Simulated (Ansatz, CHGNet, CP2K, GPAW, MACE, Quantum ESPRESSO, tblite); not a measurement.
**Running generalised stacking fault on (111) (glide set) of a Ge-Sn solid solution (48 atoms) with tblite**

How near does tblite come to plane waves for generalised stacking fault on (111) (glide set) of a Ge-Sn solid solution (48 atoms)?

Program: tblite 0.8.0. Level of theory: the method is named at each step. Results are calculated unless marked as measured.

**1. The starting structure**

The cell holds 48 atoms: 34 Ge and 14 Sn. Its edges and angles: a = 8.334 Å, b = 7.218 Å, c = 20.867 Å, α = 90.0°, β = 79.5°, γ = 90.0°. Diamond-structure Ge lattice (a = 5.8932 Å, the value set for the mixture), cell with z along [111], 2 x 1 x 2 periods; the third cell vector is tilted by 0.917 of 1/2[1-10] and lengthened by 0.1 Å, so the cell holds one fault (glide set); displaced by a Gaussian of 0.01 Å; 14 of 48 Ge sites given to Sn at random (lattice constant by Vegard's rule between Ge and Sn). Then every atom was moved at random, 0.05 Å r.m.s. a Cartesian component. The structure's axis is c.

The yardstick, on the same geometry:

| Item | Value |
| --- | --- |
| method | Kohn-Sham DFT, PBE, PAW, plane waves (Ansatz 0.2.0); cutoff 420 eV, Γ point, fermi-dirac smearing of 0.05 eV; PAW set soft_2 |
| r.m.s. force component | 1.174 eV/Å |
| longest force | 5.181 eV/Å |
| pressure | 8.487 GPa |
| SCF cycles | 10 |
| time | 17 s on 4 threads of Arm Neoverse V2, shared host |
| CPU time | 63 s |

**2. GFN1-xTB**

Method: GFN1-xTB tight binding, diagonalisation.

run.py reads:

```python
import numpy as np
from ase.io import read
from tblite.ase import TBLite

atoms = read("structure.xyz")
atoms.calc = TBLite(method="GFN1-xTB", electronic_temperature=580, accuracy=1.0, max_iterations=250, mixer_damping=0.1, verbosity=1)
energy = atoms.get_potential_energy()
forces = atoms.get_forces()
print(f"energy {energy:.6f} eV")
print("forces (eV/A)")
for i, (a, f) in enumerate(zip(atoms, forces)):
    print(f"{i:4d} {a.symbol:2s} {f[0]:10.5f} {f[1]:10.5f} {f[2]:10.5f}")
stress = -atoms.get_stress(voigt=False) * 160.21766
print("stress (GPa, compression positive)")
for row in stress:
    print(" ".join(f"{x:10.4f}" for x in row))
print("charges (e)")
print(np.array2string(atoms.get_charges(), precision=4, suppress_small=True, max_line_width=110, threshold=100000))
```

structure.xyz reads:

```xyz
48
Lattice="8.33424 0.00000 0.00000 0.00000 7.21767 0.00000 3.81983 0.00000 20.51464" Properties=species:S:1:pos:R:3 pbc="T T T"
Ge 6.28357 3.57765 0.39327
Sn 6.28492 3.53348 2.93031
Sn 6.31692 6.05353 3.85060
Ge 6.23705 5.95443 6.42724
Sn 2.08177 3.57340 0.34670
Ge 2.15423 3.59909 2.94159
Ge 2.02997 5.89842 3.88917
Ge 1.99748 6.00041 6.37246
Ge 4.19331 0.03313 0.39265
Ge 4.25518 7.16751 2.96826
Sn 4.17661 2.45798 3.95892
Ge 4.19458 2.46418 6.39277
Sn 4.13900 4.73328 7.19715
Sn 4.15049 4.78799 9.79000
Ge 6.33364 1.13527 7.21992
Ge 6.21977 1.16941 9.76435
Ge 6.38688 3.62710 10.65243
Ge 6.37776 3.60429 13.16999
Ge 6.20642 5.96143 14.10730
Ge 6.29669 6.00900 16.53870
Ge 8.34854 0.01234 0.48230
Sn 8.39584 7.14311 2.93359
Ge 8.32431 2.35051 3.82372
Ge 8.41127 2.38659 6.38641
Ge 8.30071 4.87084 7.19182
Ge 8.32732 4.85049 9.76251
Sn 2.11768 1.19712 7.22751
Ge 2.09978 1.06677 9.79143
Ge 2.08708 3.64608 10.63007
Ge 10.41627 3.66578 13.19809
Ge 10.45140 6.00488 14.04966
Ge 10.38775 6.00279 16.51470
Ge 4.08834 0.02649 10.61325
Ge 4.10944 0.01213 13.15747
Ge 4.16108 2.44203 14.03058
Ge 4.02488 2.42276 16.54013
Ge 4.14019 4.81159 17.45529
Ge 4.12130 4.74468 20.00362
Sn 6.25073 1.18435 17.34595
Sn 6.27787 1.23206 19.94495
Sn 8.32664 0.09361 10.50678
Sn 8.38477 7.14557 13.20199
Sn 8.29622 2.29594 13.99222
Ge 8.36767 2.41438 16.53111
Sn 8.34840 4.79823 17.43293
Ge 8.33528 4.84724 20.00239
Ge 10.35546 1.21019 17.43519
Ge 10.44735 1.20614 20.00239
```

Command:

```
OMP_NUM_THREADS=1 python run.py > output.txt
```

What it wrote:

```text
------------------------------------------------------------
  cycle        total energy    energy error   density error
------------------------------------------------------------
      1     -89.85722256772  -8.9966612E+01   3.2623368E-01
      2     -92.39249799613  -2.5352754E+00   2.1179876E-01
      3     -92.53390892243  -1.4141093E-01   1.6767492E-01
      4     -87.26434757434   5.2695613E+00   1.9866798E-01
      5     -92.66519093548  -5.4008434E+00   1.0958844E-01
      6     -92.65389144234   1.1299493E-02   6.2662063E-02
      7     -92.90037890252  -2.4648746E-01   3.1866902E-02
      8     -92.68438791707   2.1599099E-01   3.4370045E-02
      9     -93.01276511333  -3.2837720E-01   9.7223576E-03
     10     -93.01552650275  -2.7613894E-03   5.8605226E-03
     11     -93.01777439296  -2.2478902E-03   4.6841925E-03
     12     -93.01922497164  -1.4505787E-03   3.2449978E-03
     13     -93.01953967601  -3.1470437E-04   2.2451902E-03
     14     -93.02004977736  -5.1010135E-04   6.5594604E-04
     15     -93.02007131019  -2.1532834E-05   4.3831973E-04
     16     -93.02007678278  -5.4725826E-06   2.8233986E-04
     17     -93.02007730476  -5.2198443E-07   1.8088669E-04
     18     -93.02007789913  -5.9437269E-07   8.8980047E-05
     19     -93.02007813815  -2.3901414E-07   2.8145805E-05
     20     -93.02007812858   9.5664348E-09   2.2340799E-05
     21     -93.02007814023  -1.1650769E-08   1.5398790E-05
------------------------------------------------------------
 total:                                   2.947 sec
energy -2531.205254 eV
forces (eV/A)
   0 Ge    0.77167   -0.37016   -0.34007
   1 Sn    1.37132    0.39493   -1.66203
   2 Sn   -2.36661   -1.08914    2.30336
   3 Ge    0.54605    0.72350   -0.01349
   4 Sn    4.50664    0.60106    3.46251
   5 Ge   -1.29232    0.29156   -0.13066
   6 Ge    1.50075   -0.36264    0.81058
   7 Ge   -0.12749   -0.56142   -1.04692
   8 Ge    4.05349   -2.79528    2.92135
   9 Ge   -1.63127    0.34790   -1.24130
  10 Sn   -1.69293   -1.64670   -0.26710
  11 Ge    1.23143   -2.58357    0.82505
  12 Sn   -0.51086    1.89716   -0.85698
  13 Sn    1.18039    0.11489    1.50556
  14 Ge   -0.31950    0.24384    0.49511
  15 Ge   -1.53901    1.12024   -1.05150
  16 Ge   -0.25110   -0.54583    0.62543
  17 Ge   -2.16338    1.16727   -1.03592
  18 Ge   -0.38291   -0.34093    0.24546
  19 Ge   -1.15088   -0.83878   -1.01418
  20 Ge    1.49595   -0.88070   -1.26225
  21 Sn    2.49226    1.72829   -0.81258
  22 Ge    1.46170    0.40101    1.30080
  23 Ge   -1.39333    0.90386   -1.10728
[...]
40 Sn   -0.60099   -0.92647    0.60491
  41 Sn   -0.82284   -3.71418   -1.33212
  42 Sn    1.34234    3.36177    1.95083
  43 Ge    0.54859   -0.56140   -0.01681
  44 Sn   -0.07118   -0.14004    0.69078
  45 Ge   -1.00223    0.59123    0.29580
  46 Ge   -0.06677   -0.37941    0.53444
  47 Ge   -1.24217    0.70836   -1.10088
stress (GPa, compression positive)
   18.5546    -1.5385     1.0363
   -1.5385     6.7613    -1.3892
    1.0363    -1.3892     6.2811
charges (e)
[ 0.0334 -0.0158  0.0014  0.0342 -0.0275  0.0058 -0.0111  0.0413  0.0222 -0.0152 -0.0288  0.0645 -0.0293
 -0.0173 -0.0392  0.0193 -0.0159  0.0222 -0.0171  0.0544  0.029  -0.0355  0.0378 -0.0092 -0.0218  0.0118
 -0.0521  0.0636 -0.0256 -0.0291  0.0132  0.0108  0.0272 -0.0223 -0.0459  0.0282 -0.0786  0.038  -0.0333
  0.0116 -0.0231  0.0178 -0.0198  0.0792 -0.0558  0.0362 -0.045   0.0113]
```

Run time: 3.4 s. Hardware: 1 thread of Arm Neoverse V2, shared host; peak memory 0.11 GiB.

Banners, paths, timers and routine set-up lines are dropped from the logs unmarked, and long logs keep their key lines alone; longer cuts are marked.

Against the reference:

```
r.m.s. force component                  : 1.394 eV/Å
r.m.s. difference of force components   : 368.8 meV/Å
longest difference of force vectors     : 1726 meV/Å
force difference over r.m.s. force      : 31.41 %
slope of forces against the reference's : 1.155
correlation of force components         : 0.9732
pressure                                : 10.53 GPa
pressure difference                     : 2.045 GPa
```

Length of the force difference by element (eV/Å):

```tsv
element	atoms	mean	most
Ge	34	0.40	1.3
Sn	14	0.80	1.7
```

A closer look about Ge38, which bears the longest force: 9 atoms, nearest first, numbered in the order of the input, with positions taken from that point.

```tsv
atom	x	y	z	distance (Å)	bonds	Mulliken charge (e)	Fx	Fy	Fz (eV/Å)
Ge38	0.00	0.00	0.00	0.00	4	0.04	-4.83	3.28	-2.71
Sn5	1.78	-1.17	0.86	2.30	4	-0.03	4.51	0.60	3.46
Ge37	0.02	0.07	-2.55	2.55	4	-0.08	0.06	0.07	0.49
Ge21	-0.29	2.49	0.99	2.69	4	0.03	1.50	-0.88	-1.26
Ge1	-2.35	-1.17	0.90	2.78	4	0.03	0.77	-0.37	-0.34
Ge48	-2.01	-3.54	0.00	4.07	4	0.01	-1.24	0.71	-1.10
Ge6	1.85	-1.15	3.45	4.08	4	0.01	-1.29	0.29	-0.13
Ge46	-4.12	0.10	0.00	4.12	4	0.04	-1.00	0.59	0.30
Sn40	2.16	-3.51	-0.06	4.12	4	0.01	-3.78	-1.05	-1.29
```

Atoms are counted from 1 here, from 0 in the log.

Forces lie 31 % from the reference's, at 0.054 times its CPU time (on 1 against 4 cores).

**3. Results**

```yaml
force_difference_from_the_reference: tblite GFN1-xTB, 31 %
its_cpu_time: 3.4 s
```

In words: Tight binding differs by 31 % (tblite GFN1-xTB); it is another model, with fitted parameters of its own, and the xTB methods hold dispersion. One electronic-structure run takes under half the reference's CPU time: tblite GFN1-xTB, at 31 % in 3.4 s against 63 s; its pressure misses by +2.0 GPa. Periodic xTB results under one method name differ between programs and library versions. The reference's stress is far from hydrostatic: its diagonal is 16.1, 3.2, 6.1 GPa, compression counted positive. The host structure and its lattice constant were typed by rule, without a check against the phase diagram. The reference's pressure of 8.5 GPa belongs to a cell and atoms that aren't relaxed at this level. The electronic-structure runs sample only Γ, in a cell whose shortest periodic width is 7 Å, which is coarse for a cell with partly filled levels.

[Also dropped from logs without a mark: logging warnings of Python, and SIESTA's first energy breakdown and zero terms.]

[Logs are printed without paths, hosts, clocks, repeated set-up lines and the standing remarks that a program may print on its own settings, such as how far it seeks lower states.]

[Hosts, paths, dates, database ids (printed as entryN), source tags and the programs' standing remarks are cut or masked in the printed files.]
